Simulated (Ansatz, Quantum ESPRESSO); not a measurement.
## Ru (hcp): bulk modulus from a few volumes

How stiff is hcp Ru under hydrostatic load? Each row relaxes cell and atoms at a set pressure. The phase is followed to these pressures whether or not it stays the stable one.

Calculated with Ansatz 0.2.0, PBEsol, PAW files of the set soft_1, cutoff 600 eV, Fermi–Dirac smearing 0.05 eV, k-mesh 18×18×10, no spin polarisation, no spin-orbit coupling.

Reference cell, relaxed at zero pressure with PBEsol (P6_3/mmc): a = 2.6897 Å, b = 2.6897 Å, c = 4.2519 Å, α = 90.00°, β = 90.00°, γ = 120.00°.

```csv
atom,x,y,z
Ru,0.3333,0.6667,0.7500
Ru,0.6667,0.3333,0.2500
```

```
V (Å³/atom)    V/V0  P (GPa)  E − E0 (meV/atom)
    13.1348  0.9861    5.004                2.8
    12.9643  0.9733   10.000               10.8
    12.8054  0.9614   15.000               23.2
    12.6567  0.9503   20.002               39.4
    12.3856  0.9299   29.993               81.5
```

V0 = 13.3193 Å³ an atom, where the residual pressure P0 is −0.001 GPa. **Question.** Fit the Birch–Murnaghan law and give the pressure and the energy at V = 13.4782 Å³ an atom, a row left out above.

With the Eulerian strain f = ½[(V0/V)^(2/3) − 1] and F = (P − P0)/[3f(1 + 2f)^(5/2)], the third-order law is the line F = B0 + (3/2) B0 (B′ − 4) f.

| f | F (GPa) |
| --- | --- |
| 0.02482 | 356.82 |
| 0.01730 | 353.96 |
| 0.01329 | 352.39 |
| 0.00909 | 350.73 |
| 0.00467 | 348.94 |

A straight line through the 5 rows: the means are 0.01383 for f and 352.57 for F, Σ(Δx)² = 0.0002395 and ΣΔxΔy = 0.0936, so the slope is 0.0936/0.0002395 = 390.84 and the intercept 352.57 − (390.84)(0.01383) = 347.16.

Hence B0 = 347.2 GPa and B′ = 4 + (390.8)/(1.5 × 347.2) = 4.75. For the withheld volume f = −0.00394, F = 345.62 GPa and P = −4.00 GPa, an extrapolation past the fitted rows. The run itself gives −4.00 GPa, so the estimate misses by 0.00 GPa, a rounding's worth.

Integrating the same law gives E − E0 = (9/2) B0 V0 f²[1 + (B′ − 4) f] + P0(V0 − V), with 1 GPa Å³ = 6.2415 meV: 2.0 meV an atom. The run itself gives 2.0 meV, so the estimate misses by 0.0 meV, a rounding's worth.

The same fit over all rows at other levels or in other programs gives B0 = 347 GPa with PBEsol (Quantum ESPRESSO, GBRV) and 346 GPa with PBEsol (Quantum ESPRESSO, PseudoDojo).

[Logs are printed without paths, hosts, clocks, repeated set-up lines and the standing remarks that a program may print on its own settings, such as how far it seeks lower states.]
